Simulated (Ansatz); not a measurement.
# SrIn2Sb2: relaxing a made-up structure, part 2 of 2

Starting from a made-up structure for SrIn2Sb2, the aim is the relaxed cell, its shortest contacts and, where a second run follows, its electronic structure.

Ansatz 0.2.0; DFT, PBE, plane-wave PAW, files of the set soft_1, scalar-relativistic, no spin, cell and ions relaxed at zero pressure; PAW set soft_1 (the session's first sound run).

So far: The structure; Relaxation of the guess. The relaxed cell has a = 5.346, c = 6.565 Å (conventional setting).

## 3. Bands of the relaxed cell

With the geometry fixed, one more self-consistent run, with a narrower smearing and the mesh shown in its input, gives the bands, and its pressure, and its forces where symmetry allows any, show how far the geometry depends on these settings.

This step: DFT, PBE, plane-wave PAW, files of the set soft_1, scalar-relativistic, no spin, bands and density of states at the relaxed cell; PAW set soft_1 (Ansatz 0.2.0).

input.yaml reads:

```yaml
crystal:
  lattice:
    - [5.3457730563, 0.0, 0.0]
    - [-2.6728865282, 4.6295752696, 0.0]
    - [0.0, 0.0, 6.5647676824]
  atoms:
    - { symbol: Sb, position: [0.6666666667, 0.3333333333, 0.2424752528] }
    - { symbol: Sb, position: [0.3333333333, 0.6666666667, 0.7575247472] }
    - { symbol: In, position: [0.6666666667, 0.3333333333, 0.6933038081] }
    - { symbol: In, position: [0.3333333333, 0.6666666667, 0.3066961919] }
    - { symbol: Sr, position: [0.0, 0.0, 0.0] }
kpoints:
  mp_grid: { grid: [8, 8, 6] }
  band_path:
    path:
      - [[0.0, 0.0, 0.0], [0.5, 0.0, 0.0], [0.33333333, 0.33333333, 0.0], [0.0, 0.0, 0.0], [0.0, 0.0, 0.5], [0.5, 0.0, 0.5], [0.33333333, 0.33333333, 0.5], [0.0, 0.0, 0.5]]
      - [[0.5, 0.0, 0.5], [0.5, 0.0, 0.0]]
      - [[0.33333333, 0.33333333, 0.0], [0.33333333, 0.33333333, 0.5]]
    npoints: 8
scf:
  occupations: { method: fermi_dirac, width: 0.03 }
  n_extra_bands: 9
hamiltonian:
  xc: pbe
  pseudopotentials: { kind: paw, azcp: { folder: soft_1 } }
output:
  forces: true
  stress: true
  write_bands: true
  dos: { projected: true }
  write_density: true
  write_potential: true
  elf: true
  volumetric_format: npy
```

The run is started by

```bash
$ ansatz run input.yaml --threads 4 --pin off --max-ram 8192MiB --backend cpu --events-out ev --progress --plain --runs-dir out
```

Numbers of over 12 decimals in the logs are rounded to 6 here.

The log of the run:

```text
[...]
Crystal: 5 atoms, lattice volume = 162.469 Å³
Basis set: ecut = 420 eV, 3135 PW (Γ), exchange–correlation on 72×72×90 points (8 copies of the dense FFT grid, shifted against one another)
Bands: 42, of which v1, the nominal top of the filled ones, is band 33 counted from 1 (32 counted from 0)
Symmetry: 12 space group operations
[...]
k-points: 50 of 384
[...]
SCF iter   1: F=—  HF=-27712.152985 eV  |F-HF|=—  |Δ(HF+E_count)|=         —  Δρ=2.60e-2  dr2=3.55e0  ethr=3.10e-3  ⟨swp⟩=9.8  Hψ=11819  notcnv=0
[...]
SCF iter   9: F=-27711.121490 eV  HF=-27711.121490 eV  |F-HF|=1.13e-10  |Δ(HF+E_count)|=   1.71e-8  Δρ=1.79e-6  dr2=7.74e-9  ethr=1.52e-10  ⟨swp⟩=19.0  Hψ=18304  notcnv=0
SCF 1 converged in 9 iterations: F = -27711.121490 eV  dr2 = 7.74e-9
[...]
NSCF: frozen V_eff on 75 k-points
SCF converged after 9 iterations
Free energy (F): -27711.121490 eV
[...]
Internal energy: -27711.113243 eV  (E = F + TS)
E sigma→0 (E₀):  -27711.117367 eV
Entropy (-TS):   -0.008247 eV (-1.649 meV/atom)
Fermi energy:    8.755988 eV
[...]
--- Forces (eV/Å), atoms counted from 1 ---
  atom   1  Sb     0.00000000     0.00000000     0.03658033
  atom   2  Sb    -0.00000000    -0.00000000    -0.03658033
  atom   3  In     0.00000000     0.00000000    -0.05782560
  atom   4  In     0.00000000    -0.00000000     0.05782560
  atom   5  Sr     0.00000000    -0.00000000    -0.00000000
  max |Σ_I F_I| component: 6.94e-18 eV/Å
--- Stress (GPa, compression-positive) ---
       -0.201302       0.000000      -0.000000
        0.000000      -0.201302      -0.000000
       -0.000000      -0.000000       1.037890
  P = ⅓ Tr σ = 0.2118 GPa (2.118 kbar)
--- Band table (eV; the first three rows and the last of 50) ---
  k-point 0: bands = [... 29 lower, 5.9390, 6.7280, 7.7826, 7.7826, 8.0217, 9.8804, 9.8804, 10.0720, ... 5 higher]
  k-point 1: bands = [... 29 lower, 6.0266, 6.2991, 7.6025, 7.6025, 8.7087, 9.6718, 9.6718, 10.2224, ... 5 higher]
  k-point 2: bands = [... 29 lower, 6.2778, 6.7444, 7.1849, 7.1849, 9.2468, 9.4190, 9.4190, 10.4726, ... 5 higher]
  k-point 49: bands = [... 29 lower, 5.5166, 7.7196, 7.8643, 9.6728, 9.8182, 10.3236, 10.3721, 10.7374, ... 5 higher]
```

It took 6.8 s on 4 threads of Intel Xeon Platinum 8488C (Sapphire Rapids), shared host; peak memory 0.76 GiB; 26 s of CPU time.

The column dr2 measures how far the density is from self-consistency, as an energy; F and HF (Harris–Foulkes) agree once it is small.

This step gave:

* free energy: -27711.1215 eV
* energy at zero smearing: -27711.1174 eV
* smearing term TS: 0.008247 eV
* Fermi energy: 8.756 eV
* pressure: 0.2118 GPa

From bands.tsv, the bands that come nearest the Fermi level along the path, at its corners, in eV from the Fermi level:

```tsv
point	band 30	band 31	band 32	band 33	band 34	band 35	band 36	band 37
Γ	-2.82	-2.03	-0.97	-0.97	-0.73	1.12	1.12	1.32
M	-3.19	-2.56	-1.90	-1.77	0.68	2.21	2.24	3.28
K	-2.83	-2.83	-1.99	0.46	0.46	1.49	2.24	2.24
Γ	-2.82	-2.03	-0.97	-0.97	-0.73	1.12	1.12	1.32
A	-2.19	-1.94	-1.94	-0.81	-0.53	0.57	0.57	1.84
L	-2.27	-1.70	-1.17	-0.06	0.12	1.37	1.71	2.21
H	-3.33	-0.94	-0.94	1.38	1.38	1.41	1.41	2.01
A	-2.19	-1.94	-1.94	-0.81	-0.53	0.57	0.57	1.84
L	-2.27	-1.70	-1.17	-0.06	0.12	1.37	1.71	2.21
M	-3.19	-2.56	-1.90	-1.77	0.68	2.21	2.24	3.28
K	-2.83	-2.83	-1.99	0.46	0.46	1.49	2.24	2.24
H	-3.33	-0.94	-0.94	1.38	1.38	1.41	1.41	2.01
```

Counts of states for the cell as run, both spins, by energy window (eV from the Fermi level):

```
from  to  total
  -8  -7   0.00
  -7  -6   0.29
  -6  -5   2.61
  -5  -4   1.05
  -4  -3   1.94
  -3  -2   2.84
  -2  -1   3.78
  -1   0   1.47
   0   1   2.59
   1   2   3.30
   2   3   4.13
```

Below -8 eV lie 52.0 more states.

Force by atom:

```
atom  x (eV/Å)  y (eV/Å)  z (eV/Å)    size
 Sb1    0.0000    0.0000    0.0366  0.0366
 Sb2    0.0000    0.0000   -0.0366  0.0366
 In3    0.0000    0.0000   -0.0578  0.0578
 In4    0.0000    0.0000    0.0578  0.0578
 Sr5    0.0000    0.0000    0.0000  0.0000
```

ELF in the ac plane at fractional y = 0.333, with atoms of Sb and In within 0.2 Å of it. It is the smooth field of the valence electrons, not physical close to the nuclei.

Ten even steps from '_' (0.01) to '@' (0.59), each cell a mean:
```
..............::====++==--::..
----------::----==========--::
++######**++================++
##@@@@@@%%**++====--::--====**
##@@@@@@%%**++==--____..====++
**##%%%%##++====::______--====
==++****==--====--....::====--
::::----::::----====--====--::
....::......::==++++++++++--..
....::::....--**%%@@@@@@##++::
::::----::--++%%%%%%##%%%%##==
==========++%%%%**==--++##%%##
**======++##@@##==..__::++%%%%
**++====++%%@@##--____..++%%@@
++------==##@@%%++::..--**@@@@
--......::++%%@@##++++**%%@@##
..________::++@@@@@@%%@@@@%%==
__________..::++##%%%%%%**==..
```
Columns run along a (5.3 Å), rows up along c (6.6 Å). Atoms in or near the plane, at fractional coordinates: Sb at (0.67, 0.24), In at (0.67, 0.69).

Electrostatic potential energy in the ac plane at fractional y = 0.333, with atoms of Sb and In within 0.2 Å of it. With pseudopotentials it is smooth inside the atoms' cores, unlike the true potential.

Ten even steps from '0' (-30 eV) to '9' (12 eV), each cell a mean:
```
999999999999999
999999999999999
999999997657899
999999974112689
999999861000379
999999851000279
999999972001489
999999986435799
999999998878999
999999999888999
999999998667899
999999974102689
999999851000279
999999850000279
999999861000379
999999985223689
999999998778899
999999999999999
```
Columns run along a (5.3 Å; values clipped at the 3rd and 97th percentile), rows up along c (6.6 Å). Atoms in or near the plane, at fractional coordinates: Sb at (0.67, 0.24), In at (0.67, 0.69).

Valence density in the ac plane at fractional y = 0.333, with atoms of Sb and In within 0.2 Å of it. It is the smooth field of the valence electrons, not physical close to the nuclei.

Values in e/Å³, 18 rows by 15 columns, each cell a mean:
```
 0  0  0  0  0  0  0  0  0  0  0  0  0  0  0
 0  0  0  0  0  0  0  0  0  0  0  0  0  0  0
 0  0  0  0  0  0  0  0  0  0  1  0  0  0  0
 0  0  0  0  0  0  0  0  1  2  3  2  1  0  0
 0  0  0  0  0  0  0  1  2  6  8  5  1  0  0
 0  0  0  0  0  0  0  1  3  8 10  6  2  0  0
 0  0  0  0  0  0  0  0  2  4  5  3  1  0  0
 0  0  0  0  0  0  0  0  0  1  1  1  0  0  0
 0  0  0  0  0  0  0  0  0  0  0  0  0  0  0
 0  0  0  0  0  0  0  0  0  0  0  0  0  0  0
 0  0  0  0  0  0  0  0  0  0  1  0  0  0  0
 0  0  0  0  0  0  0  0  1  2  2  1  0  0  0
 0  0  0  0  0  0  0  1  2  8 10  5  1  0  0
 0  0  0  0  0  0  0  1  3 11 14  7  2  0  0
 0  0  0  0  0  0  0  0  2  6  8  4  1  0  0
 0  0  0  0  0  0  0  0  1  1  2  1  0  0  0
 0  0  0  0  0  0  0  0  0  0  0  0  0  0  0
 0  0  0  0  0  0  0  0  0  0  0  0  0  0  0
```
Columns run along a (5.3 Å), rows up along c (6.6 Å). Atoms in or near the plane, at fractional coordinates: Sb at (0.67, 0.24), In at (0.67, 0.69).

## 4. Summary of results

```
space group, relaxed : P-3m1
conventional cell    : a = 5.346, b = 5.346, c = 6.565 Å; α = 90.0°, β = 90.0°, γ = 120.0°
volume per atom      : 32.49 Å³ (guess 39.80)
```

SrIn2Sb2 relaxes to P-3m1 with a = 5.346, b = 5.346 and c = 6.565 Å. The guessed volume was 22 % too large. The space group P-3m1 was held in the relaxation, so the end point is a stationary structure within it and may be a saddle against distortions or other arrangements. Bands cross the Fermi level, so it is a metal or semimetal at this level. On the 8×8×6 mesh with the narrower smearing (relaxed on 6×6×3) the largest force component is 0.058 eV/Å and the largest stress component is 1.038 GPa, against the relaxation's thresholds of 0.015 eV/Å and 0.05 GPa. The cutoff wasn't tested. A vector of the cell changed its length by 22 %, so the starting arrangement is largely lost and the mesh was laid for another shape. Spin-orbit coupling is left out, which can matter for elements this heavy. No dispersion term is used, so weakly bound directions may come out too long. Nothing here tests whether the compound is stable against decomposition.

[Logs are printed without paths, hosts, clocks, repeated set-up lines and the standing remarks that a program may print on its own settings, such as how far it seeks lower states.]

[Hosts, paths, dates, database ids (printed as entryN), source tags and the programs' standing remarks are cut or masked in the printed files.]
